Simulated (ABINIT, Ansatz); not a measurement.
# SrSiS3 (Pm-3m): zone-centre phonons

Wanted: the vibrations of SrSiS3 (Pm-3m) at Γ, by two programs.

Method: DFT PBEsol, scalar-relativistic, plane waves, PseudoDojo norm-conserving pseudopotentials, in ABINIT 10.8.3.

The structure was built from a prototype and need not be the compound's stable phase.

## 1. The structure

The structure is cubic, space group Pm-3m (No. 221). Conventional cell: a = 4.613 Å, b = 4.613 Å, c = 4.613 Å, α = 90.00°, β = 90.00°, γ = 90.00°. Sr has 12 S at 3.26 Å and 8 Si at 4.00 Å nearest. Nearest to Si lie 6 S at 2.31 Å and 8 Sr at 4.00 Å. Nearest to S lie 2 Si at 2.31 Å and 4 Sr at 3.26 Å. Farther neighbours and most contacts between anions are not listed.

## 2. Relaxation

The harmonic expansion needs vanishing forces, and a free crystal bears no stress, so cell and atoms are brought to rest. Stress is more sensitive to the basis than forces are: the last 3 Ha under the cutoff are smoothed with ecutsm, and the cutoff is raised above that of the later runs.

The starting cell comes from a relaxation made beforehand in Ansatz (PBEsol, PseudoDojo NC).

File relax.abi:

```
# relaxation
ionmov 2
optcell 2
dilatmx 1.08
ntime 40
tolmxf 1.0d-05
tolvrs 1.0d-14
prtwf 0
prtden 0
chksymtnons 0

# basis, mesh and filling
ecut 35.0
ecutsm 3.0
ngkpt 8 8 8
nshiftk 1
shiftk 0.0 0.0 0.0
istwfk *1
occopt 3
tsmear 0.01
nband 24
nstep 100
diemac 1000000.0
prtebands 0
prtgsr 0
useylm 1

# cell and atoms
acell 8.717987763 8.717987763 8.717987763
rprim 
    1.0 0.0 0.0
    0.0 1.0 0.0
    0.0 0.0 1.0
ntypat 3
znucl 38 14 16
natom 5
typat 1 2 3 3 3
xred 
    0.0 0.0 0.0
    0.5 0.5 0.5
    0.5 0.5 0.0
    0.5 0.0 0.5
    0.0 0.5 0.5
pp_dirpath "./pseudo"
pseudos "Sr.upf, Si.upf, S.upf"
```

The run is started by

```
> OMP_NUM_THREADS=1 mpirun -n 4 abinit relax.abi > relax.log
```

Numbers of over 12 decimals in the logs are rounded to 6 here.

relax.abo, the main output file:

```text
[banners, grids, parts of the stress and lines that vanish by symmetry left out]
- input  file    -> relax.abi
- output file    -> relax.abo
- root for input  files -> relaxi
[...]
Symmetries : space group Pm -3 m (#221); Bravais cP (primitive cubic)
[...]
mpw =        8289          nfft =      157464          nkpt =          35
[...]
== DATASET  1 ==================================================================
[...]
cutoff_energies: {ecut:  35.0, pawecutdg:  -1.0, }
[...]
ETOT  1  -71.618124945511    -7.162E+01 3.788E-02 1.761E+02
 ETOT  2  -71.664298221806    -4.617E-02 9.301E-03 3.953E+01
 ETOT  3  -71.670336824609    -6.039E-03 4.370E-03 2.567E-01
 ETOT  4  -71.670355601188    -1.878E-05 2.085E-03 9.954E-03
 ETOT  5  -71.670356128512    -5.273E-07 2.644E-03 3.962E-04
[...]
At SCF step   11       vres2   =  7.77E-15 < tolvrs=  1.00E-14 =>converged.
[...]
sigma(1 1)= -1.72550799E-05  sigma(3 2)=  0.00000000E+00
  sigma(2 2)= -1.72550799E-05  sigma(3 1)=  0.00000000E+00
  sigma(3 3)= -1.72550799E-05  sigma(2 1)=  0.00000000E+00
[...]
convergence: {deltae: -2.316E-12, res2:  7.767E-15, residm:  3.536E-04, diffor: null, }
etotal    :  -7.16703561E+01
[...]
ETOT  1  -71.670369072361    -7.167E+01 2.614E-04 3.213E-02
[...]
At SCF step    9       vres2   =  9.62E-15 < tolvrs=  1.00E-14 =>converged.
[...]
sigma(1 1)= -1.32560102E-05  sigma(3 2)=  0.00000000E+00
  sigma(2 2)= -1.32560102E-05  sigma(3 1)=  0.00000000E+00
  sigma(3 3)= -1.32560102E-05  sigma(2 1)=  0.00000000E+00
[...]
convergence: {deltae:  1.435E-12, res2:  9.624E-15, residm:  3.766E-05, diffor: null, }
etotal    :  -7.16703718E+01
[...]
ETOT  1  -71.670363645196    -7.167E+01 2.465E-05 3.586E-01
[...]
At SCF step   10       vres2   =  6.88E-15 < tolvrs=  1.00E-14 =>converged.
[...]
sigma(1 1)= -1.25450870E-07  sigma(3 2)=  0.00000000E+00
  sigma(2 2)= -1.25450870E-07  sigma(3 1)=  0.00000000E+00
  sigma(3 3)= -1.25450870E-07  sigma(2 1)=  0.00000000E+00
[...]
convergence: {deltae: -1.805E-12, res2:  6.884E-15, residm:  5.323E-06, diffor: null, }
etotal    :  -7.16703948E+01
[...]
ETOT  1  -71.670394776294    -7.167E+01 3.826E-06 3.300E-05
[...]
ETOT  7  -71.670394779163    -1.435E-12 6.828E-07 2.754E-14
 ETOT  8  -71.670394779162     1.293E-12 1.014E-06 4.605E-16
 At SCF step    8       vres2   =  4.60E-16 < tolvrs=  1.00E-14 =>converged.
[...]
sigma(1 1)= -9.29116786E-10  sigma(3 2)=  0.00000000E+00
  sigma(2 2)= -9.29116787E-10  sigma(3 1)=  0.00000000E+00
  sigma(3 3)= -9.29116788E-10  sigma(2 1)=  0.00000000E+00
[...]
convergence: {deltae:  1.293E-12, res2:  4.605E-16, residm:  1.014E-06, diffor: null, }
etotal    :  -7.16703948E+01
[...]
At Broyd/MD step   4, gradients are converged :
[...]
sigma(1 1)= -9.29116786E-10  sigma(3 2)=  0.00000000E+00
  sigma(2 2)= -9.29116787E-10  sigma(3 1)=  0.00000000E+00
  sigma(3 3)= -9.29116788E-10  sigma(2 1)=  0.00000000E+00
[...]
- sigma(1 1)= -2.73355596E-05  sigma(3 2)=  0.00000000E+00
- sigma(2 2)= -2.73355596E-05  sigma(3 1)=  0.00000000E+00
- sigma(3 3)= -2.73355597E-05  sigma(2 1)=  0.00000000E+00
[...]
fcart     -0.0000000000E+00 -0.0000000000E+00 -0.0000000000E+00
           strten     -9.2911678611E-10 -9.2911678655E-10 -9.2911678828E-10
================================================================================

[key lines of the parts left out:]
pressure_GPa:   2.7336E-05
Total energy (etotal) [Ha]= -7.16703947791622E+01
```

Run time: 3.2 min. Hardware: 4 MPI ranks of Intel Xeon 6975P-C (Granite Rapids), shared host.

Relaxation path:

```tsv
step	energy less that of the first step (eV)	largest force (eV/Å)	volume (Å³)
1	0.0000	0.0000	98.19
2	-0.0004	0.0000	98.34
3	-0.0011	0.0000	98.85
4	-0.0011	0.0000	98.85
```

```tsv
conventional cell, symmetrised	before	after	change
a (Å)	4.613	4.624	+0.2 %
b (Å)	4.613	4.624	+0.2 %
c (Å)	4.613	4.624	+0.2 %
volume (Å³/atom)	19.64	19.77	+0.7 %
```

This step gave:

- volume per atom: 19.77 Å³
- pressure: 2.73e-5 GPa
- gap on the k-mesh: 0 eV

The volume changes by +0.7 % from the cell with which this run began.

## 3. Ground state

The response is built on these wavefunctions, so the potential is converged far more tightly than an energy would need. Occupations are smeared.

File gs.abi:

```
# ground state
tolvrs 1.0d-16
prtden 1
prtwf 1

# basis, mesh and filling
ecut 28.0
ngkpt 8 8 8
nshiftk 1
shiftk 0.0 0.0 0.0
istwfk *1
occopt 3
tsmear 0.01
nband 24
nstep 100
diemac 1000000.0
prtebands 0
prtgsr 0
useylm 1

# cell and atoms
acell 8.737705296 8.737705296 8.737705296
rprim 
    1.0 0.0 0.0
    0.0 1.0 0.0
    0.0 0.0 1.0
ntypat 3
znucl 38 14 16
natom 5
typat 1 2 3 3 3
xred 
    0.0 0.0 0.0
    0.5 0.5 0.5
    0.5 0.5 0.0
    0.5 0.0 0.5
    0.0 0.5 0.5
pp_dirpath "./pseudo"
pseudos "Sr.upf, Si.upf, S.upf"
```

The run is started by

```
> OMP_NUM_THREADS=1 mpirun -n 4 abinit gs.abi > gs.log
```

gs.abo, the main output file:

```text
[banners, grids, parts of the stress and lines that vanish by symmetry left out]
- input  file    -> gs.abi
- output file    -> gs.abo
- root for input  files -> gsi
[...]
Symmetries : space group Pm -3 m (#221); Bravais cP (primitive cubic)
[...]
mpw =        4761          nfft =       91125          nkpt =          35
[...]
== DATASET  1 ==================================================================
[...]
cutoff_energies: {ecut:  28.0, pawecutdg:  -1.0, }
[...]
ETOT  1  -71.621397757461    -7.162E+01 3.442E-02 1.035E+02
 ETOT  2  -71.663946735147    -4.255E-02 5.234E-03 2.308E+01
 ETOT  3  -71.670033259269    -6.087E-03 2.744E-03 1.338E-01
 ETOT  4  -71.670051207713    -1.795E-05 1.827E-03 5.649E-03
 ETOT  5  -71.670051683186    -4.755E-07 1.189E-03 1.383E-04
[...]
ETOT 11  -71.670051694700     8.527E-13 7.007E-04 1.307E-15
 ETOT 12  -71.670051694702    -1.990E-12 3.003E-04 5.482E-17
 At SCF step   12       vres2   =  5.48E-17 < tolvrs=  1.00E-16 =>converged.
[...]
sigma(1 1)=  5.44164768E-06  sigma(3 2)=  0.00000000E+00
  sigma(2 2)=  5.44164768E-06  sigma(3 1)=  0.00000000E+00
  sigma(3 3)=  5.44164768E-06  sigma(2 1)=  0.00000000E+00
[...]
convergence: {deltae: -1.990E-12, res2:  5.482E-17, residm:  3.003E-04, diffor: null, }
etotal    :  -7.16700517E+01
[...]
sigma(1 1)=  5.44164768E-06  sigma(3 2)=  0.00000000E+00
  sigma(2 2)=  5.44164768E-06  sigma(3 1)=  0.00000000E+00
  sigma(3 3)=  5.44164768E-06  sigma(2 1)=  0.00000000E+00
[...]
- sigma(1 1)=  1.60098802E-01  sigma(3 2)=  0.00000000E+00
- sigma(2 2)=  1.60098802E-01  sigma(3 1)=  0.00000000E+00
- sigma(3 3)=  1.60098802E-01  sigma(2 1)=  0.00000000E+00
[...]
fcart     -0.0000000000E+00 -0.0000000000E+00 -0.0000000000E+00
           strten      5.4416476791E-06  5.4416476791E-06  5.4416476791E-06
================================================================================

[key lines of the parts left out:]
pressure_GPa:  -1.6010E-01
```

Wall time 32 s (4 MPI ranks).

This step gave:

* pressure: -0.1601 GPa

The cell stands at -0.16 GPa: the relaxation ran with a smoothed and higher cutoff, and the difference is a stress of the finite basis.

[end of part 1 of 5]

[Host names and launcher messages were left out of these logs when they were recorded.]

[Logs are printed without paths, hosts, clocks, repeated set-up lines and the standing remarks that a program may print on its own settings, such as how far it seeks lower states.]

[Hosts, paths, dates, database ids (printed as entryN), source tags and the programs' standing remarks are cut or masked in the printed files.]
